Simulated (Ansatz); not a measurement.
# SiC (P6_3mc): modes against uniaxial strain along c, part 3 of 3

Wanted: the shifts of the zone-centre modes of SiC (P6_3mc) with strain.

Ansatz 0.2.0; DFT LDA, scalar-relativistic, plane waves, PAW; PAW set soft_1.

So far, highest optical mode at the zone centre (no LO-TO term) (cm⁻¹): step 4 (modes at rest) 924.

**6. Modes of this member: uniaxial strain of +4 % along c**

The zone-centre modes follow for uniaxial strain of +4 % along c, with the response to a field.

File input.yaml:

```yaml
crystal:
  lattice:
    - [3.0489845477, 0.0, 0.0]
    - [-1.5244922739, 2.6404980741, 0.0]
    - [0.0, 0.0, 10.4126766884]
  atoms:
    - { symbol: C, position: [0.6666666662, 0.3333333338, 0.7506620989] }
    - { symbol: C, position: [0.3333333338, 0.6666666662, 0.2506620989] }
    - { symbol: C, position: [-1.7e-09, 1.7e-09, 0.501198872] }
    - { symbol: C, position: [1.7e-09, -1.7e-09, 0.001198872] }
    - { symbol: Si, position: [0.6666666684, 0.3333333316, 0.9371269172] }
    - { symbol: Si, position: [0.3333333316, 0.6666666684, 0.4371269172] }
    - { symbol: Si, position: [-9.0e-10, 9.0e-10, 0.6870111118] }
    - { symbol: Si, position: [9.0e-10, -9.0e-10, 0.1870111118] }
kpoints:
  mp_grid: { grid: [9, 9, 4] }
hamiltonian:
  xc: lda
  pseudopotentials: { kind: paw, azcp: { folder: soft_1 }, xc_functional: pbe }
scf:
  occupations: { method: fixed }
output:
  eigenvalues: true
phonons:
  method: dfpt
  dielectric: true
  rigid_motions: translations
```

Started as:

```bash
$ ansatz run input.yaml --threads 8 --pin off --max-ram 16384MiB --backend cpu --events-out ev --progress --plain --runs-dir out
```

Numbers of over 12 decimals in the logs are rounded to 6 here.

Output:

```text
[...]
Crystal: 8 atoms, lattice volume = 83.831 Å³
Basis set: ecut = 420 eV, 1619 PW (Γ), exchange–correlation on 48×48×144 points (8 copies of the dense FFT grid, shifted against one another)
Bands: 24, of which v1, the nominal top of the filled ones, is band 16 counted from 1 (15 counted from 0)
Symmetry: 12 space group operations
k-points: 95 of 324 (irreducible under 2 space group operations, time reversal used)
[...]
SCF iter   1: F=—  HF=-3414.643220 eV  |F-HF|=—  |Δ(HF+E_count)|=         —  Δρ=1.35e-1  dr2=1.88e1  ethr=3.10e-3  ⟨swp⟩=5.0  Hψ=10626  notcnv=0  defer=496
[...]
SCF iter  10: F=-3408.617969 eV  HF=-3408.617969 eV  |F-HF|=1.05e-11  |Δ(HF+E_count)|=  3.01e-10  Δρ=5.16e-7  dr2=7.45e-11  ethr=1.00e-12  ⟨swp⟩=14.9  Hψ=19545  notcnv=0
SCF 1 converged in 10 iterations: F = -3408.617969 eV  dr2 = 7.45e-11
[...]
Bands: 17, of which v1, the nominal top of the filled ones, is band 16 counted from 1 (15 counted from 0)
k-points: 60 of 400 (irreducible under 4 space group operations, time reversal used)
[...]
Eigensolver: Dense (60 Hₖ)
SCF iter   1: F=—  HF=-3408.608013 eV  |F-HF|=—  |Δ(HF+E_count)|=         —  Δρ=1.34e-4  dr2=3.67e-6  ethr=1.00e-1
[...]
SCF iter   3: F=-3408.608014 eV  HF=-3408.608014 eV  |F-HF|=4.44e-8  |Δ(HF+E_count)|=   2.81e-7  Δρ=5.46e-6  dr2=5.29e-8  ethr=2.50e-9
SCF 1 converged in 3 iterations: F = -3408.608014 eV  dr2 = 5.29e-8
[...]
SCF converged after 10 iterations
Free energy (F): -3408.617969 eV
[...]
Internal energy: -3408.617969 eV  (E = F + TS)
E sigma→0 (E₀):  -3408.617969 eV
Fermi energy:    9.272844 eV
[...]
--- Band table (eV; the first three rows and the last of 95) ---
  k-point 0: bands = [... 12 lower, 8.7692, 8.8336, 9.2728, 9.2728, 14.4983, 14.7771, 15.2091, 15.7388, ... 4 higher]
  k-point 1: bands = [... 12 lower, 8.9200, 8.9200, 9.2260, 9.2260, 14.7206, 14.9931, 15.0824, 15.8898, ... 4 higher]
  k-point 2: bands = [... 12 lower, 9.0977, 9.0977, 9.0977, 9.0977, 14.8899, 14.8899, 15.8112, 15.8112, ... 4 higher]
  k-point 94: bands = [... 12 lower, 5.9395, 5.9395, 7.6167, 7.6167, 13.2411, 13.2411, 14.1721, 14.1721, ... 4 higher]
[...]
ASR residual: 1.992e-4 → 0.000e0 eV/Å²; symmetrization residual: 1.378e-6 eV/Å²
[...]
ε∞ (high-frequency dielectric tensor):
        6.973160    -0.000000     0.000000
        0.000000     6.973160     0.000000
        0.000000    -0.000000     7.635369
  ε⁰ (static dielectric tensor: ions relaxed, cell fixed):
       10.191957    -0.000000     0.000000
        0.000000    10.191957    -0.000000
        0.000000    -0.000000    11.792086
  ε⁰ − ε∞ (ionic part):
        3.218797     0.000000     0.000000
        0.000000     3.218797    -0.000000
        0.000000    -0.000000     4.156717
[...]
Born effective charges Z* (e; rows j = field, columns β = displacement):
    site 0:
        -2.69105    0.00000   -0.00000
        -0.00000   -2.69105   -0.00000
         0.00000   -0.00000   -2.75009
    site 1:
        -2.69105   -0.00000    0.00000
        -0.00000   -2.69105    0.00000
        -0.00000    0.00000   -2.75009
    site 2:
        -2.65560   -0.00000    0.00000
        -0.00000   -2.65560   -0.00000
         0.00000   -0.00000   -2.81831
    site 3:
        -2.65560    0.00000   -0.00000
        -0.00000   -2.65560    0.00000
        -0.00000    0.00000   -2.81831
    site 4:
         2.66844    0.00000    0.00000
         0.00000    2.66844   -0.00000
        -0.00000    0.00000    2.68596
    site 5:
         2.66844    0.00000   -0.00000
         0.00000    2.66844   -0.00000
         0.00000    0.00000    2.68596
    site 6:
         2.67821   -0.00000    0.00000
         0.00000    2.67821   -0.00000
        -0.00000   -0.00000    2.88244
    site 7:
         2.67821   -0.00000    0.00000
         0.00000    2.67821    0.00000
        -0.00000    0.00000    2.88244
  Z* charge neutrality: 1.065e-2 e pre-enforcement
[...]
optical modes at Γ without the LO–TO term, one row a degenerate level:
      ω (cm⁻¹)  modes    IR ((D/Å)²/amu)
        190.61      2             0.0000
        195.99      2             0.0000
        259.12      2             0.0022
        366.30      1             0.0000
        372.15      1             0.0000
        561.05      1             0.0440
        721.55      1            84.7734
[...]
optical modes at Γ + LO–TO along q̂ = [1.0000, 0.0000, 0.0000]:
      ω (cm⁻¹)  modes    IR ((D/Å)²/amu)
[...]
optical modes at Γ + LO–TO along q̂ = [0.0000, 1.0000, 0.0000]:
      ω (cm⁻¹)  modes    IR ((D/Å)²/amu)
[...]
optical modes at Γ + LO–TO along q̂ = [0.0000, 0.0000, 1.0000]:
      ω (cm⁻¹)  modes    IR ((D/Å)²/amu)
[...]
259.12      2             0.0022
        366.30      1             0.0000
        372.15      1             0.0000
        561.10      1             0.0078
        752.50      2             0.1015
        765.37      2             0.0000
        771.36      2             0.0000
        783.35      1             0.0605
        787.25      2           156.6859
        853.01      1             0.0000
        861.29      1             0.0000
        896.91      1            85.0020
```

Run time: 45 s. Hardware: 8 threads of Arm Neoverse V1, shared host; peak memory 1 GiB; 5.4 min of CPU time.

Numbers from this step:

* sum-rule residual before enforcement: 1.99e-4 eV/Å²
* miss of the charge sum rule: 0.01065 e
* estimated error of the dielectric tensor: 0.02896
* estimated error of the Born charges: 0.01667 e
* highest optical mode at the zone centre (no LO-TO term): 861.3 cm⁻¹
* lowest optical zone-centre mode: 190.6 cm⁻¹
* mean high-frequency dielectric constant: 7.194
* largest Born charge (third of the trace): 2.746 e
* mean static dielectric constant: 10.73
* top of the zone-centre spectrum with the field: 951.7 cm⁻¹

Without the LO-TO term. Patterns of degenerate modes are one choice out of their space. The modes at Γ (shares of kinetic energy by element, %):

| mode | frequency (cm⁻¹) | symmetry | C % | Si % |
| --- | --- | --- | --- | --- |
| 1 | 0.0 | acoustic | 30 | 70 |
| 2 | 0.0 | acoustic | 30 | 70 |
| 3 | 0.0 | acoustic | 30 | 70 |
| 4 | 190.6 | E2 | 28 | 72 |
| 5 | 190.6 | E2 | 28 | 72 |
| 6 | 196.0 | E2 | 28 | 72 |
| 7 | 196.0 | E2 | 28 | 72 |
| 8 | 259.1 | E1 | 26 | 74 |
| 9 | 259.1 | E1 | 26 | 74 |
| 10 | 366.3 | B1 | 25 | 75 |
| 11 | 372.1 | B1 | 26 | 74 |
| 12 | 561.0 | A1 | 4 | 96 |
| 13 | 721.5 | A1 | 70 | 30 |
| 14 | 752.5 | E1 | 74 | 26 |
| 15 | 752.5 | E1 | 74 | 26 |
| 16 | 765.4 | E2 | 72 | 28 |
| 17 | 765.4 | E2 | 72 | 28 |
| 18 | 771.4 | E2 | 73 | 27 |
| 19 | 771.4 | E2 | 73 | 27 |
| 20 | 783.6 | A1 | 95 | 5 |
| 21 | 787.2 | E1 | 70 | 30 |
| 22 | 787.2 | E1 | 70 | 30 |
| 23 | 853.0 | B1 | 75 | 25 |
| 24 | 861.3 | B1 | 75 | 25 |

Transverse modes. Infrared lines, with heights relative to the strongest:

| position (cm⁻¹) | label | relative intensity |
| --- | --- | --- |
| 191 | E2 | 0.0 |
| 196 | E2 | 0.0 |
| 259 | E1 | 0.0 |
| 366 | B1 | 0.0 |
| 372 | B1 | 0.0 |
| 561 | A1 | 0.0 |
| 722 | A1 | 54 |
| 752 | E1 | 0.1 |
| 765 | E2 | 0.0 |
| 771 | E2 | 0.0 |
| 784 | A1 | 0.2 |
| 787 | E1 | 100 |
| 853 | B1 | 0.0 |
| 861 | B1 | 0.0 |

Without the LO-TO term the lowest optical mode is real, 191 cm⁻¹, and the highest lies at 861.3 cm⁻¹.

For the highest optical mode at the zone centre (no LO-TO term), step 4 gave 924 cm⁻¹; this run, with strain 4 %, gives 861 cm⁻¹ (-7 %).

**7. A member of the series: uniaxial strain of -4 % along c**

The cell takes a uniaxial strain of -4 % along c. The strained length and the angles are held, while the rest of the cell and the atoms relax.

File input.yaml:

```yaml
crystal:
  lattice:
    - [3.0685611213, 0.0, 0.0]
    - [-1.5342805607, 2.6574518841, 0.0]
    - [0.0, 0.0, 9.6117015588]
  atoms:
    - { symbol: C, position: [0.666666665, 0.333333335, 0.7486614943] }
    - { symbol: C, position: [0.333333335, 0.666666665, 0.2486614943] }
    - { symbol: C, position: [-2.6e-09, 2.6e-09, 0.4994392436] }
    - { symbol: C, position: [2.6e-09, -2.6e-09, -0.0005607564] }
    - { symbol: Si, position: [0.6666666687, 0.3333333313, 0.938807742] }
    - { symbol: Si, position: [0.3333333313, 0.6666666687, 0.438807742] }
    - { symbol: Si, position: [-2.0e-09, 2.0e-09, 0.6890905199] }
    - { symbol: Si, position: [2.0e-09, -2.0e-09, 0.1890905199] }
kpoints:
  mp_grid: { grid: [9, 9, 4] }
hamiltonian:
  xc: lda
  pseudopotentials: { kind: paw, azcp: { folder: soft_1 }, xc_functional: pbe }
scf:
  occupations: { method: fixed }
output:
  forces: true
  stress: true
  eigenvalues: true
relax:
  adjacent_minimum: "off"
  f_tol: 0.001
  max_steps: 60
  cell: { stress_tol: 0.01, fix: [c, angles] }
```

Output:

```text
[...]
Crystal: 8 atoms, lattice volume = 78.379 Å³
Basis set: ecut = 420 eV, 1521 PW (Γ)
Bands: 24, of which v1, the nominal top of the filled ones, is band 16 counted from 1 (15 counted from 0)
Symmetry: 4 space group operations
k-points: 75 of 324 (time reversal used)
[...]
- { symbol: C, position: [-1.2929361576232745e-9, 1.2929361747032937e-9, 0.499020] }
    - { symbol: C, position: [1.2929361749217825e-9, -1.292936157841759e-9, -0.000979607] }
    - { symbol: Si, position: [0.666667, 0.333333, 0.939205] }
    - { symbol: Si, position: [0.333333, 0.666667, 0.439205] }
    - { symbol: Si, position: [-2.6611997666819277e-10, 2.661200137278635e-10, 0.689591] }
    - { symbol: Si, position: [2.661200134666404e-10, -2.661199764069707e-10, 0.189591] }
[key lines of the parts left out:]
SCF converged after 6 iterations
Free energy (F): -3408.596513 eV
Fermi energy:    10.266703 eV
P = ⅓ Tr σ = 7.7661 GPa (77.661 kbar)
```

It took 13 s on 8 threads; peak memory 0.47 GiB; 98 s of CPU time.

Relaxation path:

| step | energy less that of the first step (eV) | largest force component (eV/Å) | pressure (GPa) | volume (Å³) |
| --- | --- | --- | --- | --- |
| 1 | 0.0000 | 0.1889 | 8.57 | 78.38 |
| 2 | -0.0021 | 0.1127 | 8.04 | 78.52 |
| 3 | -0.0031 | 0.0065 | 7.83 | 78.56 |
| 4 | -0.0030 | 0.0016 | 7.74 | 78.59 |
| 5 | -0.0031 | 0.0000 | 7.76 | 78.58 |
| 6* | -0.0034 | 0.0001 | 7.77 | 78.58 |

Relaxation steps marked * repeat the geometry before them on a plane-wave basis chosen anew for their cell, so energy and pressure can jump there.

| conventional cell, symmetrised | before | after | change |
| --- | --- | --- | --- |
| a (Å) | 3.069 | 3.073 | +0.1 % |
| b (Å) | 3.069 | 3.073 | +0.1 % |
| c (Å) | 9.612 | 9.612 | +0.0 % |
| volume (Å³/atom) | 9.80 | 9.82 | +0.3 % |

Numbers from this step:

* pressure: 7.766 GPa
* gap on the k-mesh: 1.870 eV
* volume per atom: 9.823 Å³

The largest force component left is 0.055 meV/Å.

**8. Zone-centre modes of the member: uniaxial strain of -4 % along c**

The zone-centre modes follow for uniaxial strain of -4 % along c, with the response to a field.

File input.yaml:

```yaml
crystal:
  lattice:
    - [3.0725300367, 0.0, 0.0]
    - [-1.5362650184, 2.6608890656, 0.0]
    - [0.0, 0.0, 9.6117015588]
  atoms:
    - { symbol: C, position: [0.6666666668, 0.3333333332, 0.7481827803] }
    - { symbol: C, position: [0.3333333332, 0.6666666668, 0.2481827803] }
    - { symbol: C, position: [-1.3e-09, 1.3e-09, 0.499020393] }
    - { symbol: C, position: [1.3e-09, -1.3e-09, -0.000979607] }
    - { symbol: Si, position: [0.666666668, 0.333333332, 0.9392045322] }
    - { symbol: Si, position: [0.333333332, 0.666666668, 0.4392045322] }
    - { symbol: Si, position: [-3.0e-10, 3.0e-10, 0.6895912943] }
    - { symbol: Si, position: [3.0e-10, -3.0e-10, 0.1895912943] }
kpoints:
  mp_grid: { grid: [9, 9, 4] }
hamiltonian:
  xc: lda
  pseudopotentials: { kind: paw, azcp: { folder: soft_1 }, xc_functional: pbe }
scf:
  occupations: { method: fixed }
output:
  eigenvalues: true
phonons:
  method: dfpt
  dielectric: true
  rigid_motions: translations
```

Output:

```text
[...]
Crystal: 8 atoms, lattice volume = 78.582 Å³
Basis set: ecut = 420 eV, 1533 PW (Γ), exchange–correlation on 48×48×144 points (8 copies of the dense FFT grid, shifted against one another)
Bands: 24, of which v1, the nominal top of the filled ones, is band 16 counted from 1 (15 counted from 0)
Symmetry: 12 space group operations
k-points: 95 of 324 (irreducible under 2 space group operations, time reversal used)
[...]
ω (cm⁻¹)  modes    IR ((D/Å)²/amu)
[...]
optical modes at Γ + LO–TO along q̂ = [0.0000, 1.0000, 0.0000]:
      ω (cm⁻¹)  modes    IR ((D/Å)²/amu)
[...]
optical modes at Γ + LO–TO along q̂ = [0.0000, 0.0000, 1.0000]:
      ω (cm⁻¹)  modes    IR ((D/Å)²/amu)
[...]
903.17      1             0.0329
        969.38      1             0.0000
        978.73      1             0.0000
       1019.62      1            89.2824
[key lines of the parts left out:]
SCF converged after 10 iterations
Free energy (F): -3408.596514 eV
Fermi energy:    10.266703 eV
```

It took 43 s on 8 threads; peak memory 1 GiB; 5.3 min of CPU time.

This step gave:

| Item | Value |
| --- | --- |
| sum-rule residual before enforcement | 1.08e-4 eV/Å² |
| miss of the charge sum rule | 0.008607 e |
| estimated error of the dielectric tensor | 0.02481 |
| estimated error of the Born charges | 0.01630 e |
| highest optical mode at the zone centre (no LO-TO term) | 978.7 cm⁻¹ |
| lowest optical zone-centre mode | 190.8 cm⁻¹ |
| mean high-frequency dielectric constant | 7.007 |
| largest Born charge (third of the trace) | 2.855 e |
| mean static dielectric constant | 10.44 |
| top of the zone-centre spectrum with the field | 1020 cm⁻¹ |

Without the LO-TO term. Patterns of degenerate modes are one choice out of their space. The modes at Γ (shares of kinetic energy by element, %):

| mode | frequency (cm⁻¹) | symmetry | C % | Si % |
| --- | --- | --- | --- | --- |
| 1 | 0.0 | acoustic | 30 | 70 |
| 2 | 0.0 | acoustic | 30 | 70 |
| 3 | 0.0 | acoustic | 30 | 70 |
| 4 | 190.8 | E2 | 28 | 72 |
| 5 | 190.8 | E2 | 28 | 72 |
| 6 | 203.0 | E2 | 27 | 73 |
| 7 | 203.0 | E2 | 27 | 73 |
| 8 | 256.1 | E1 | 26 | 74 |
| 9 | 256.1 | E1 | 26 | 74 |
| 10 | 422.2 | B1 | 23 | 77 |
| 11 | 434.6 | B1 | 24 | 76 |
| 12 | 626.4 | A1 | 2 | 98 |
| 13 | 796.2 | E1 | 74 | 26 |
| 14 | 796.2 | E1 | 74 | 26 |
| 15 | 798.2 | E2 | 72 | 28 |
| 16 | 798.2 | E2 | 72 | 28 |
| 17 | 809.0 | E2 | 73 | 27 |
| 18 | 809.0 | E2 | 73 | 27 |
| 19 | 813.6 | E1 | 70 | 30 |
| 20 | 813.6 | E1 | 70 | 30 |
| 21 | 834.5 | A1 | 70 | 30 |
| 22 | 903.3 | A1 | 98 | 2 |
| 23 | 969.4 | B1 | 77 | 23 |
| 24 | 978.7 | B1 | 77 | 23 |

Transverse modes. Infrared lines, with heights relative to the strongest:

| position (cm⁻¹) | label | relative intensity |
| --- | --- | --- |
| 191 | E2 | 0.0 |
| 203 | E2 | 0.0 |
| 256 | E1 | 0.0 |
| 422 | B1 | 0.0 |
| 435 | B1 | 0.0 |
| 626 | A1 | 0.3 |
| 796 | E1 | 0.0 |
| 798 | E2 | 0.0 |
| 809 | E2 | 0.0 |
| 814 | E1 | 100 |
| 834 | A1 | 54 |
| 903 | A1 | 0.1 |
| 969 | B1 | 0.0 |
| 979 | B1 | 0.0 |

Without the LO-TO term the lowest optical mode is real, 191 cm⁻¹, and the highest lies at 978.7 cm⁻¹.

Between step 4 and this run (strain -4 %) the value for the highest optical mode at the zone centre (no LO-TO term) moves from 924 cm⁻¹ to 979 cm⁻¹ (+6 %).

**9. All members side by side**

The members are set side by side, also those not shown above.

Stress is positive in compression; energies are extrapolated to zero smearing, and E0 is that at rest; the axis is the direction of the strain; the edges not held and the atoms are relaxed in each cell. State of the crystal along the series:

| strain (%) | stress along the axis (GPa) | free strain along a (%) | free strain along b (%) | E - E0 (meV/atom) | gap on mesh (eV) | ε∞ along the axis | ε∞ across the axis, mean | ε0 along the axis | ε0 across the axis, mean | largest Born charge in size, a third of the trace (e) | top mode with the field, highest of q along x, y and z (cm⁻¹) |
| --- | --- | --- | --- | --- | --- | --- | --- | --- | --- | --- | --- |
| -4 | 23.28 | 0.4586 | 0.4586 | 29.2 | 1.87 | 7.057 | 6.982 | 10.56 | 10.38 | 2.855 | 1020 |
| -3 | 17.29 | 0.3289 | 0.3289 | 16.28 | 2.026 | 7.089 | 6.97 | 10.61 | 10.35 | 2.837 | 1007 |
| -2 | 11.39 | 0.2092 | 0.2092 | 7.162 | 2.172 | 7.133 | 6.961 | 10.7 | 10.32 | 2.821 | 993.3 |
| -1 | 5.619 | 0.1009 | 0.1009 | 1.769 | 2.29 | 7.189 | 6.957 | 10.81 | 10.29 | 2.806 | 978.9 |
| 0 | 0.001912 | 0 | 0 | 0 | 2.297 | 7.256 | 6.955 | 10.95 | 10.27 | 2.792 | 971.9 |
| 1 | -5.44 | -0.08977 | -0.08977 | 1.722 | 2.23 | 7.333 | 6.956 | 11.12 | 10.25 | 2.78 | 966.7 |
| 2 | -10.68 | -0.1727 | -0.1727 | 6.82 | 2.162 | 7.422 | 6.96 | 11.31 | 10.23 | 2.768 | 961.6 |
| 3 | -15.69 | -0.2461 | -0.2461 | 15.13 | 2.094 | 7.522 | 6.965 | 11.54 | 10.21 | 2.756 | 956.6 |
| 4 | -20.45 | -0.3112 | -0.3112 | 26.52 | 2.027 | 7.635 | 6.973 | 11.79 | 10.19 | 2.746 | 951.7 |

Without the LO-TO term; optical modes are counted from below at rest and tracked from member to member by their patterns, and modes that stay within 0.3 cm⁻¹ of each other stand once; labels, where given, are those at rest; the 10 lowest of 14 levels; the edges not held and the atoms are relaxed in each cell. Optical modes along the series:

| strain (%) | optical mode 1 E2 (cm⁻¹) | optical mode 2 E2 (cm⁻¹) | optical mode 3 E1 (cm⁻¹) | optical mode 4 B1 (cm⁻¹) | optical mode 5 B1 (cm⁻¹) | optical mode 6 A1 (cm⁻¹) | optical mode 7 E1 (cm⁻¹) | optical mode 8 E2 (cm⁻¹) | optical mode 9 A1 (cm⁻¹) | optical mode 10 E2 (cm⁻¹) |
| --- | --- | --- | --- | --- | --- | --- | --- | --- | --- | --- |
| -4 | 190.8 | 203 | 256.1 | 422.2 | 434.6 | 626.4 | 796.2 | 798.2 | 834.5 | 809 |
| -3 | 191.1 | 202 | 256.8 | 417.7 | 428.8 | 624 | 790.3 | 794 | 823.4 | 803.9 |
| -2 | 191.4 | 201.1 | 257.5 | 412.6 | 422.5 | 620.1 | 784.4 | 789.6 | 811.3 | 798.8 |
| -1 | 191.5 | 200.3 | 258.1 | 406.7 | 415.6 | 614.7 | 778.5 | 785.2 | 798.2 | 793.8 |
| 0 | 191.5 | 199.4 | 258.6 | 400.1 | 408.2 | 607.6 | 772.8 | 780.9 | 784.4 | 788.8 |
| 1 | 191.5 | 198.6 | 258.9 | 392.8 | 400.1 | 598.8 | 767.2 | 776.6 | 769.6 | 784 |
| 2 | 191.3 | 197.8 | 259.1 | 384.7 | 391.5 | 588.1 | 762 | 772.6 | 754.2 | 779.5 |
| 3 | 191 | 196.9 | 259.2 | 375.9 | 382.1 | 575.6 | 757 | 768.8 | 738.2 | 775.3 |
| 4 | 190.6 | 196 | 259.1 | 366.3 | 372.1 | 561 | 752.5 | 765.4 | 721.5 | 771.4 |

Value and slope at zero strain of a cubic (a lower polynomial where under five rows exist) through the rows within 2 % of rest. Slopes at rest:

| mode | frequency (cm⁻¹) | shift per percent of strain (cm⁻¹) | shift per GPa of compressive stress (cm⁻¹) |
| --- | --- | --- | --- |
| optical mode 1 E2 | 191.5 | -0.01 | 0 |
| optical mode 2 E2 | 199.4 | -0.83 | 0.15 |
| optical mode 3 E1 | 258.6 | 0.43 | -0.08 |
| optical mode 4 B1 | 400.1 | -6.96 | 1.26 |
| optical mode 5 B1 | 408.2 | -7.74 | 1.4 |
| optical mode 6 A1 | 607.6 | -7.93 | 1.43 |
| optical mode 7 E1 | 772.7 | -5.65 | 1.02 |
| optical mode 8 E2 | 780.8 | -4.3 | 0.78 |
| optical mode 9 A1 | 784.3 | -14.31 | 2.59 |
| optical mode 10 E2 | 788.8 | -4.86 | 0.88 |
| optical mode 11 E1 | 799.9 | -3.45 | 0.62 |
| optical mode 12 A1 | 840.2 | -15.41 | 2.79 |
| optical mode 13 B1 | 914.4 | -14.72 | 2.66 |
| optical mode 14 B1 | 923.5 | -14.92 | 2.7 |

**10. Summary of results**

| Quantity | Value |
| --- | --- |
| members | 9 |
| highest optical mode at the zone centre (no LO-TO term), at rest | 923.5 cm⁻¹ |
| Young’s modulus along c | 553 GPa |
| optical mode 11 E1, shift per percent | -3.45 cm⁻¹ |
| optical mode 12 A1, shift per percent | -15.41 cm⁻¹ |
| optical mode 13 B1, shift per percent | -14.72 cm⁻¹ |
| optical mode 14 B1, shift per percent | -14.92 cm⁻¹ |

**Reading.** The stress changes by 5.53 GPa for each percent, a Young’s modulus of 553 GPa along c. For each percent the free edge responds with -0.10 %. Within 2 % of rest optical mode 1 E2 and optical mode 6 A1 bend away from a straight line, so a single slope holds only near rest. The fastest shift in the table of slopes is -15.4 cm⁻¹ for each percent (optical mode 12 A1), or 2.8 cm⁻¹ for each GPa of compressive stress. For small strain, the measured shift of a line that Raman or infrared light can see, divided by its slope, estimates the stress, if the state of stress is of this kind. For infrared-active modes these slopes hold for the transverse lines; longitudinal ones carry the field and shift otherwise. These are harmonic frequencies at zero temperature: anharmonic shifts, linewidths and thermal expansion are left out. The PAW files were made for PBE; the program adapts parts of them to the functional of the run, but their partial waves stay those of PBE, an approximation that was not tested in this session. Only the zone centre was solved, so an instability at another wavevector cannot show here.

[Logs are printed without paths, hosts, clocks, repeated set-up lines and the standing remarks that a program may print on its own settings, such as how far it seeks lower states.]

[Hosts, paths, dates, database ids (printed as entryN), source tags and the programs' standing remarks are cut or masked in the printed files.]
